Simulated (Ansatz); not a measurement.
**C on Ag(111): change of the work function**

Wanted: Δφ(θ) for C/Ag(111), starting from the fcc site.

Program: Ansatz 0.2.0. Level of theory: plane-wave DFT, PBE, Ansatz PAW. Results are calculated unless marked as measured.

## (1) The structure

The cell holds 4 atoms: 4 Ag. Cell: a = 2.892 Å, b = 2.892 Å, c = 25.084 Å, α = 90.0°, β = 90.0°, γ = 60.0°. Vacuum lies along c.

## (2) The clean slab

The bare slab comes first, as the zero from which every change is counted. The two lowest layers are held at bulk places and the upper ones relax. The dipole correction removes the false field that a one-sided slab makes across the periodic vacuum, so each face gets a flat vacuum level of its own.

input.yaml reads:

```yaml
crystal:
  lattice:
    - [2.8920667351, 0.0, 0.0]
    - [1.4460333675, 2.504603262, 0.0]
    - [0.0, 0.0, 25.084087803]
  atoms:
    - { symbol: Ag, position: [0.0, 0.0, 0.3587931947] }
    - { symbol: Ag, position: [0.3333333333, 0.3333333333, 0.4529310649] }
    - { symbol: Ag, position: [0.6666666667, 0.6666666667, 0.5470689351] }
    - { symbol: Ag, position: [0.0, 0.0, 0.6412068053] }
kpoints:
  mp_grid: { grid: [12, 12, 1] }
hamiltonian:
  xc: pbe
scf:
  occupations: { method: fermi_dirac, width: 0.1 }
  convergence: { dr2_threshold: 1.0e-08 }
efield:
  axis: 3
  dipole_correction: true
  ramp_position: 0.97
  ramp_width: 0.06
relax:
  f_tol: 0.02
  max_steps: 60
  constraints: [{ sites: [0, 1] }]
output:
  write_potential: true
  write_density: true
  volumetric_format: npy
```

Run with:

```console
> ansatz run input.yaml --threads 4 --pin off --max-ram 16384MiB --backend cpu --events-out ev --progress --plain --runs-dir out
```

Numbers of over 12 decimals in the logs are rounded to 6 here.

The program printed:

```text
Engine: ansatz 0.2.0, aarch64-unknown-linux-gnu
Pseudopotentials: kind: paw
Pseudopotential: Ag, paw, valence charge 19, recommended cutoff 420 eV (normal), Ag.paw.azcp
Functional definition: PBE
  parameter kappa = 0.804
  parameter beta = 0.066725
  exchange = pbe_x(kappa = kappa, mu = beta*pi^2/3)
  correlation = pbe_c(beta = beta)
Crystal: 4 atoms, lattice volume = 181.696 Å³
Basis set: ecut = 420 eV, 3551 PW (Γ), exchange–correlation on 40×40×360 points (8 copies of the dense FFT grid, shifted against one another)
Bands: 46, of which v1, the nominal top of the filled ones, is band 38 counted from 1 (37 counted from 0)
Symmetry: 6 space group operations
k-points: 19 of 144 (time reversal used)
Non-local potential: Ag, projectors of the file, l = 0: 3, l = 1: 2, l = 2: 2, l = 3: 1
PAW form: soft (Blöchl's): semilocal exchange-correlation on the pseudo side does not see the compensation charge
PAW one-centre angular grid: Ag, 590 points (default); XC on 64 Gauss nodes
Initial density: superposition of atomic densities (neutral atoms: chi_scale 0, normalization atom), corrected by the library's trained network
Initial wavefunctions: pseudopotential atomic-orbital guess
Functional: x = pbe(κ = 0.804, μ = 0.219515), c = pbe(β = 0.066725)
SCF iter   1: F=—  HF=-30361.536039 eV  |F-HF|=—  |Δ(HF+E_count)|=         —  Δρ=1.43e-3  dr2=2.13e-2  ethr=1.77e-3  p=0.000 e·Å  D=4.57e-14 V/Å  ΔV_dip=-0.00 eV  dr2_dipole=1.51e-9  V_vac-E_F(+/−)=4.39/4.39 eV  ⟨swp⟩=7.4  Hψ=3672  notcnv=0  defer=12
efield: sawtooth ramp at fractional position 0.9700 (set: `efield.ramp_position`, or a place that a band, a saddle search or an elastic batch's reference lends), width 0.0600; the density the first Hamiltonian is built on has a dipole p = 0.000 e·Å; the dipole correction subtracts the counter field D = 4.57e-14 V/Å, which shifts the + side's vacuum level by -0.00 eV against the − side's; the planar-averaged density in the ramp window peaks in size at 3.3e-6 e/Å³
preconditioner: auto → LDOS  [metal: Δε(μ)=0.132 eV  Ē_g=9.346 eV  σ=0.100 eV  W_gap=0.32  n_scr=18 (ndim 8)  ℏωp=18.3 eV  f_vac=0.583  D(μ)=0.82/eV (n_scr^D=6)  β→1.0]
SCF iter   2: F=—  HF=-30361.540493 eV  |F-HF|=—  |Δ(HF+E_count)|=   4.45e-3  Δρ=1.71e-3  dr2=1.09e-2  ethr=2.80e-5  p=-0.000 e·Å  D=-9.70e-6 V/Å  ΔV_dip=0.00 eV  dr2_dipole=2.53e-10  V_vac-E_F(+/−)=4.43/4.43 eV  ⟨swp⟩=2.2  Hψ=1740  notcnv=0  defer=25
SCF iter   3: F=—  HF=-30361.538911 eV  |F-HF|=—  |Δ(HF+E_count)|=   1.58e-3  Δρ=5.15e-4  dr2=3.96e-4  ethr=1.43e-5  p=-0.000 e·Å  D=-2.39e-6 V/Å  ΔV_dip=0.00 eV  dr2_dipole=6.30e-10  V_vac-E_F(+/−)=4.45/4.45 eV  ⟨swp⟩=2.0  Hψ=1312  notcnv=0  defer=25
SCF iter   4: F=—  HF=-30361.538844 eV  |F-HF|=—  |Δ(HF+E_count)|=   6.66e-5  Δρ=7.08e-5  dr2=1.22e-5  ethr=5.20e-7  p=-0.000 e·Å  D=-1.65e-6 V/Å  ΔV_dip=0.00 eV  dr2_dipole=2.09e-10  V_vac-E_F(+/−)=4.45/4.45 eV  ⟨swp⟩=3.2  Hψ=1672  notcnv=0  defer=25
SCF iter   5: F=—  HF=-30361.538814 eV  |F-HF|=—  |Δ(HF+E_count)|=   3.00e-5  Δρ=2.65e-5  dr2=1.77e-6  ethr=1.60e-8  p=-0.000 e·Å  D=-4.88e-8 V/Å  ΔV_dip=0.00 eV  dr2_dipole=3.15e-12  V_vac-E_F(+/−)=4.45/4.45 eV  ⟨swp⟩=2.6  Hψ=1527  notcnv=0  defer=25
SCF iter   6: F=—  HF=-30361.538866 eV  |F-HF|=—  |Δ(HF+E_count)|=   5.23e-5  Δρ=9.20e-6  dr2=1.40e-7  ethr=2.33e-9  p=0.000 e·Å  D=9.44e-8 V/Å  ΔV_dip=-0.00 eV  dr2_dipole=1.07e-12  V_vac-E_F(+/−)=4.46/4.46 eV  ⟨swp⟩=2.2  Hψ=1220  notcnv=0  defer=25
SCF iter   7: F=—  HF=-30361.538866 eV  |F-HF|=—  |Δ(HF+E_count)|=   3.56e-8  Δρ=3.14e-6  dr2=2.09e-8  ethr=1.84e-10  p=0.000 e·Å  D=3.04e-8 V/Å  ΔV_dip=-0.00 eV  dr2_dipole=1.25e-13  V_vac-E_F(+/−)=4.46/4.46 eV  ⟨swp⟩=2.4  Hψ=1586  notcnv=0  defer=25
SCF iter   8: F=-30361.538866 eV  HF=-30361.538866 eV  |F-HF|=2.75e-9  |Δ(HF+E_count)|=   5.33e-9  Δρ=6.78e-7  dr2=5.64e-10  ethr=1.32e-11  p=-0.000 e·Å  D=-8.55e-9 V/Å  ΔV_dip=0.00 eV  dr2_dipole=6.95e-15  V_vac-E_F(+/−)=4.46/4.46 eV  ⟨swp⟩=8.7  Hψ=5198  notcnv=0
SCF 1 converged in 8 iterations: F = -30361.538866 eV  dr2 = 5.64e-10
  greatest PAW one-centre occupation: 1.000 electrons in one spin orbital (limit 2), on the Ag atom at site 1 (counted from 0), in its partial waves of l = 0
relax step   1: F+E_penalty+E_count = -30361.53886649 eV  Δ(F+E_penalty+E_count) = +0.000e0 eV  max|allowed force component| = 1.394e-1 eV/Å  Δτ_max = 0.0000 Å  (8 SCF iters, accepted)
Initial density: handed on by an earlier stage of this run
Initial wavefunctions: those handed on with the density
iter 1 solved again at ethr=1.65e-5 eV; its pass at ethr=3.10e-3 eV (dr2=1.25e-2 eV) is discarded
SCF iter   1: F=—  HF=-30361.545702 eV  |F-HF|=—  |Δ(HF+E_count)|=         —  Δρ=2.56e-3  dr2=1.12e-2  ethr=1.65e-5  p=-0.000 e·Å  D=-2.89e-8 V/Å  ΔV_dip=0.00 eV  dr2_dipole=8.08e-5  V_vac-E_F(+/−)=4.45/4.45 eV  ⟨swp⟩=2.0  Hψ=3443  notcnv=0  defer=33
efield: sawtooth ramp at fractional position 0.9700 (set: `efield.ramp_position`, or a place that a band, a saddle search or an elastic batch's reference lends), width 0.0600; the density the first Hamiltonian is built on has a dipole p = -0.000 e·Å; the dipole correction subtracts the counter field D = -2.89e-8 V/Å, which shifts the + side's vacuum level by +0.00 eV against the − side's; the planar-averaged density in the ramp window peaks in size at 6.5e-7 e/Å³
preconditioner: auto → LDOS  [metal: Δε(μ)=0.209 eV  Ē_g=9.267 eV  σ=0.100 eV  W_gap=0.48  n_scr=18 (ndim 8)  ℏωp=18.3 eV  f_vac=0.579  D(μ)=0.92/eV (n_scr^D=6)  β→1.0]
SCF iter   2: F=—  HF=-30361.545730 eV  |F-HF|=—  |Δ(HF+E_count)|=   2.81e-5  Δρ=2.20e-3  dr2=1.62e-2  ethr=1.47e-5  p=0.001 e·Å  D=1.26e-3 V/Å  ΔV_dip=-0.03 eV  dr2_dipole=1.53e-3  V_vac-E_F(+/−)=4.40/4.43 eV  ⟨swp⟩=2.1  Hψ=1485  notcnv=0  defer=33
SCF iter   3: F=—  HF=-30361.542249 eV  |F-HF|=—  |Δ(HF+E_count)|=   3.48e-3  Δρ=4.16e-4  dr2=3.20e-4  ethr=1.47e-5  p=-0.002 e·Å  D=-1.87e-3 V/Å  ΔV_dip=0.05 eV  dr2_dipole=4.02e-5  V_vac-E_F(+/−)=4.49/4.44 eV  ⟨swp⟩=2.0  Hψ=1399  notcnv=0  defer=33
SCF iter   4: F=—  HF=-30361.542227 eV  |F-HF|=—  |Δ(HF+E_count)|=   2.28e-5  Δρ=2.30e-4  dr2=1.11e-4  ethr=4.21e-7  p=-0.001 e·Å  D=-1.01e-3 V/Å  ΔV_dip=0.03 eV  dr2_dipole=2.23e-7  V_vac-E_F(+/−)=4.47/4.44 eV  ⟨swp⟩=2.2  Hψ=1528  notcnv=0  defer=33
SCF iter   5: F=—  HF=-30361.542207 eV  |F-HF|=—  |Δ(HF+E_count)|=   1.94e-5  Δρ=3.25e-5  dr2=3.43e-6  ethr=1.46e-7  p=-0.001 e·Å  D=-1.14e-3 V/Å  ΔV_dip=0.03 eV  dr2_dipole=7.58e-7  V_vac-E_F(+/−)=4.47/4.44 eV  ⟨swp⟩=2.0  Hψ=1327  notcnv=0  defer=33
SCF iter   6: F=—  HF=-30361.542212 eV  |F-HF|=—  |Δ(HF+E_count)|=   4.87e-6  Δρ=1.26e-5  dr2=2.99e-7  ethr=4.51e-9  p=-0.001 e·Å  D=-1.17e-3 V/Å  ΔV_dip=0.03 eV  dr2_dipole=8.71e-9  V_vac-E_F(+/−)=4.47/4.44 eV  ⟨swp⟩=2.0  Hψ=1297  notcnv=0  defer=33
SCF iter   7: F=—  HF=-30361.542212 eV  |F-HF|=—  |Δ(HF+E_count)|=   9.44e-8  Δρ=3.85e-6  dr2=3.52e-8  ethr=3.94e-10  p=-0.001 e·Å  D=-1.17e-3 V/Å  ΔV_dip=0.03 eV  dr2_dipole=4.22e-12  V_vac-E_F(+/−)=4.47/4.44 eV  ⟨swp⟩=2.0  Hψ=1501  notcnv=0  defer=33
SCF iter   8: F=-30361.542212 eV  HF=-30361.542212 eV  |F-HF|=2.94e-9  |Δ(HF+E_count)|=   2.53e-8  Δρ=8.96e-7  dr2=1.21e-9  ethr=1.32e-11  p=-0.001 e·Å  D=-1.16e-3 V/Å  ΔV_dip=0.03 eV  dr2_dipole=2.56e-11  V_vac-E_F(+/−)=4.47/4.44 eV  ⟨swp⟩=9.0  Hψ=5308  notcnv=0
SCF 2 converged in 8 iterations: F = -30361.542212 eV  dr2 = 1.21e-9
relax step   2: F+E_penalty+E_count = -30361.54221217 eV  Δ(F+E_penalty+E_count) = -3.346e-3 eV  max|allowed force component| = 5.879e-2 eV/Å  Δτ_max = 0.1208 Å  (8 SCF iters, accepted)
SCF iter   1: F=—  HF=-30361.543984 eV  |F-HF|=—  |Δ(HF+E_count)|=         —  Δρ=9.71e-4  dr2=1.77e-3  ethr=2.01e-5  p=-0.001 e·Å  D=-1.16e-3 V/Å  ΔV_dip=0.03 eV  dr2_dipole=5.25e-5  V_vac-E_F(+/−)=4.48/4.45 eV  ⟨swp⟩=3.8  Hψ=2048  notcnv=0  defer=33
efield: sawtooth ramp at fractional position 0.9700 (set: `efield.ramp_position`, or a place that a band, a saddle search or an elastic batch's reference lends), width 0.0600; the density the first Hamiltonian is built on has a dipole p = -0.001 e·Å; the dipole correction subtracts the counter field D = -1.16e-3 V/Å, which shifts the + side's vacuum level by +0.03 eV against the − side's; the planar-averaged density in the ramp window peaks in size at 7.8e-7 e/Å³
preconditioner: auto → LDOS  [metal: Δε(μ)=0.206 eV  Ē_g=9.288 eV  σ=0.100 eV  W_gap=0.47  n_scr=18 (ndim 8)  ℏωp=18.3 eV  f_vac=0.581  D(μ)=0.89/eV (n_scr^D=6)  β→1.0]
SCF iter   2: F=—  HF=-30361.544011 eV  |F-HF|=—  |Δ(HF+E_count)|=   2.63e-5  Δρ=9.28e-4  dr2=2.53e-3  ethr=2.33e-6  p=-0.002 e·Å  D=-1.70e-3 V/Å  ΔV_dip=0.04 eV  dr2_dipole=3.84e-5  V_vac-E_F(+/−)=4.50/4.46 eV  ⟨swp⟩=2.7  Hψ=1897  notcnv=0  defer=33
SCF iter   3: F=—  HF=-30361.543427 eV  |F-HF|=—  |Δ(HF+E_count)|=   5.84e-4  Δρ=1.90e-4  dr2=6.10e-5  ethr=2.33e-6  p=-0.001 e·Å  D=-6.14e-4 V/Å  ΔV_dip=0.02 eV  dr2_dipole=4.87e-6  V_vac-E_F(+/−)=4.47/4.45 eV  ⟨swp⟩=2.0  Hψ=1396  notcnv=0  defer=33
SCF iter   4: F=—  HF=-30361.543410 eV  |F-HF|=—  |Δ(HF+E_count)|=   1.72e-5  Δρ=8.92e-5  dr2=1.40e-5  ethr=8.03e-8  p=-0.001 e·Å  D=-8.67e-4 V/Å  ΔV_dip=0.02 eV  dr2_dipole=8.57e-9  V_vac-E_F(+/−)=4.47/4.45 eV  ⟨swp⟩=2.5  Hψ=1546  notcnv=0  defer=33
SCF iter   5: F=—  HF=-30361.543410 eV  |F-HF|=—  |Δ(HF+E_count)|=   3.08e-7  Δρ=1.46e-5  dr2=9.73e-7  ethr=1.84e-8  p=-0.001 e·Å  D=-8.27e-4 V/Å  ΔV_dip=0.02 eV  dr2_dipole=2.54e-7  V_vac-E_F(+/−)=4.47/4.45 eV  ⟨swp⟩=2.0  Hψ=1332  notcnv=0  defer=33
SCF iter   6: F=—  HF=-30361.543462 eV  |F-HF|=—  |Δ(HF+E_count)|=   5.22e-5  Δρ=4.76e-6  dr2=6.37e-8  ethr=1.28e-9  p=-0.001 e·Å  D=-8.00e-4 V/Å  ΔV_dip=0.02 eV  dr2_dipole=9.85e-9  V_vac-E_F(+/−)=4.47/4.45 eV  ⟨swp⟩=2.0  Hψ=1200  notcnv=0  defer=33
SCF iter   7: F=—  HF=-30361.543462 eV  |F-HF|=—  |Δ(HF+E_count)|=   2.80e-8  Δρ=1.89e-6  dr2=1.05e-8  ethr=1.32e-11  p=-0.001 e·Å  D=-7.97e-4 V/Å  ΔV_dip=0.02 eV  dr2_dipole=1.65e-11  V_vac-E_F(+/−)=4.47/4.45 eV  ⟨swp⟩=9.1  Hψ=5615  notcnv=0
SCF iter   8: F=-30361.543462 eV  HF=-30361.543462 eV  |F-HF|=1.11e-9  |Δ(HF+E_count)|=   4.10e-9  Δρ=4.63e-7  dr2=2.69e-10  ethr=1.32e-11  p=-0.001 e·Å  D=-7.96e-4 V/Å  ΔV_dip=0.02 eV  dr2_dipole=1.32e-13  V_vac-E_F(+/−)=4.47/4.45 eV  ⟨swp⟩=8.2  Hψ=5047  notcnv=0
SCF 3 converged in 8 iterations: F = -30361.543462 eV  dr2 = 2.69e-10
relax step   3: F+E_penalty+E_count = -30361.54346218 eV  Δ(F+E_penalty+E_count) = -1.250e-3 eV  max|allowed force component| = 3.526e-3 eV/Å  Δτ_max = 0.0437 Å  (8 SCF iters, accepted)
NSCF: frozen V_eff on 19 k-points
the band table was solved once a step of the walk had ended and its energy, with any forces and stress, was formed, with the checks that follow a solve (4634 applications of the Hamiltonian). They found nothing against the state; the energy, forces and stress were not computed again (output.eigenvalues in the input reference)
SCF converged after 8 iterations
Free energy (F): -30361.543462 eV
Harris-Foulkes:  -30361.543462 eV  (|F-HF|=1.11e-9)
Internal energy: -30361.511446 eV  (E = F + TS)
E sigma→0 (E₀):  -30361.527454 eV
Entropy (-TS):   -0.032016 eV (-8.004 meV/atom)
Fermi energy:    3.774940 eV
Dipole field:    D = -0.000797 V/Å  (p = -0.000800 e·Å, saw-weighted, corrected)
Work function:   Φ+ = 4.4694 eV   Φ− = 4.4494 eV
Levels:          The Fermi level and band energies are counted from a zero that moves with the ramp; work functions are not
--- Per-component energies (eV) ---
  E_band       = -1960.547775
  E_kinetic    = 2109.099075
  E_local      = -128020.276560  (includes V_loc(G=0)·N_el)
  E_nonlocal   = 320.756910
  E_hartree    = 63107.808631
  E_xc         = -738.272180
  E_vxc        = -937.843934  (∫ρ·V_xc dr)
  E_paw        = -15609.056265  (= ΣΔE_a)
  E_vpaw       = -1647.903651  (= ΣTr[D̂ρ^β])
  E_aug_tail   = 0.001306  (compensation charges beyond the density's cutoff)
  E_efield     = 0.000000  (sawtooth field / dipole correction)
  E_vefield    = 0.001582  (∫n·V_field dr)
  E_ewald      = 48468.427637
  E_smearing   = -0.032016  (= −TS)
  E_closure    = 0.000000  (closes the sum)
  Σ components = -30361.543462   (vs F -30361.543462, Δ=0.00e0)
--- Forces (eV/Å), atoms counted from 1 ---
  atom   1  Ag    -0.00000000     0.00000000    -0.13252268
  atom   2  Ag     0.00000000    -0.00000000     0.12981903
  atom   3  Ag    -0.00000000    -0.00000000     0.00352622
  atom   4  Ag    -0.00000000    -0.00000000    -0.00082124
  max |Σ_I F_I| component: 1.33e-6 eV/Å
--- Band table (eV; the first three rows and the last of 19) ---
  k-point 0: bands = [... 34 lower, 0.3804, 0.4880, 0.4880, 0.7234, 0.7234, 2.7357, 3.9494, 7.7601, ... 4 higher]
  k-point 1: bands = [... 34 lower, 0.3192, 0.4035, 0.4876, 0.7293, 1.0045, 3.0032, 4.3438, 7.8970, ... 4 higher]
  k-point 2: bands = [... 34 lower, 0.1786, 0.4121, 0.4831, 0.7430, 1.5725, 3.6517, 5.3129, 8.3086, ... 4 higher]
  k-point 18: bands = [... 34 lower, 0.6631, 0.6714, 7.1502, 7.3285, 7.3357, 8.0731, 8.0825, 8.4313, ... 4 higher]
--- Relaxed structure (3 steps of the walk, 3 accepted, 0 SCFs on fresh bases) ---
  F+E_penalty+E_count = -30361.54346218 eV   max|allowed force component| = 3.526e-3 eV/Å
  atoms:
    - { symbol: Ag, position: [0.0, 0.0, 0.3587931947] }
    - { symbol: Ag, position: [0.333333, 0.333333, 0.452931] }
    - { symbol: Ag, position: [0.666667, 0.666667, 0.548158] }
    - { symbol: Ag, position: [2.5445413763024496e-18, -1.1400015482013495e-18, 0.644283] }
```

The job ended after 8.9 s (4 threads of Arm Neoverse V2, shared host; peak memory 0.51 GiB).

Relaxation path:

| step | energy less that of the first step (eV) | largest force component (eV/Å) |
| --- | --- | --- |
| 1 | 0.0000 | 0.1394 |
| 2 | -0.0033 | 0.0588 |
| 3 | -0.0046 | 0.0035 |

Forces are held to the 6 operations that the run works with; a distortion that breaks them can't arise in this run.

The atoms that moved most (Å):

| atom | dx | dy | dz | length |
| --- | --- | --- | --- | --- |
| Ag4 | 0.000 | 0.000 | 0.077 | 0.077 |
| Ag3 | 0.000 | 0.000 | 0.027 | 0.027 |

The relaxed structure:

```xyz
4
Lattice="2.8921 0.0000 0.0000 1.4460 2.5046 0.0000 0.0000 0.0000 25.0841" Properties=species:S:1:pos:R:3
Ag    0.0000    0.0000    9.0000
Ag    1.4460    0.8349   11.3614
Ag    2.8921    1.6697   13.7500
Ag    0.0000    0.0000   16.1612
```

Numbers from this step:

- energy at zero smearing: -30361.5275 eV
- work function, upper face: 4.469 eV
- dipole along the normal: -8.00e-4 e·Å

Running mean over 2.361 Å of the planar mean; the ramp of the sawtooth is left out. The electron's electrostatic potential energy less the Fermi level by z:

| z (Å) | electron's electrostatic potential energy less the Fermi level (eV) |
| --- | --- |
| 3.5 | 4.45 |
| 4.0 | 4.45 |
| 4.5 | 4.45 |
| 5.0 | 4.44 |
| 5.5 | 4.43 |
| 6.0 | 4.38 |
| 6.5 | 4.19 |
| 7.0 | 3.48 |
| 7.5 | 1.20 |
| 8.0 | -2.25 |
| 8.5 | -4.95 |
| 9.0 | -5.85 |
| 9.5 | -6.00 |
| 10.0 | -6.03 |
| 10.5 | -6.04 |
| 11.0 | -6.05 |
| 11.5 | -6.03 |
| 12.0 | -5.92 |
| 12.5 | -5.85 |
| 13.0 | -5.89 |
| 13.5 | -5.99 |
| 14.0 | -5.97 |
| 14.5 | -5.78 |
| 15.0 | -5.68 |
| 15.5 | -5.78 |
| 16.0 | -5.86 |
| 16.5 | -5.38 |
| 17.0 | -3.28 |
| 17.5 | 0.148 |
| 18.0 | 2.97 |
| 18.5 | 4.08 |
| 19.0 | 4.36 |
| 19.5 | 4.44 |
| 20.0 | 4.46 |
| 20.5 | 4.47 |
| 21.0 | 4.47 |
| 21.5 | 4.47 |
| 22.0 | 4.47 |

The relaxation took 3 steps and lowered the energy by 0.0046 eV; the largest force on the free atoms ends at 0.0035 eV/Å.

The work function of the upper face is 4.47 eV.

[end of part 1 of 4]

[Logs are printed without paths, hosts, clocks, repeated set-up lines and the standing remarks that a program may print on its own settings, such as how far it seeks lower states.]

[Hosts, paths, dates, database ids (printed as entryN), source tags and the programs' standing remarks are cut or masked in the printed files.]

[Maps of the electrostatic potential energy from Ansatz leave out the sawtooth potential of an applied field or a dipole correction, so their vacuum need not be flat; planar profiles and work functions include it.]
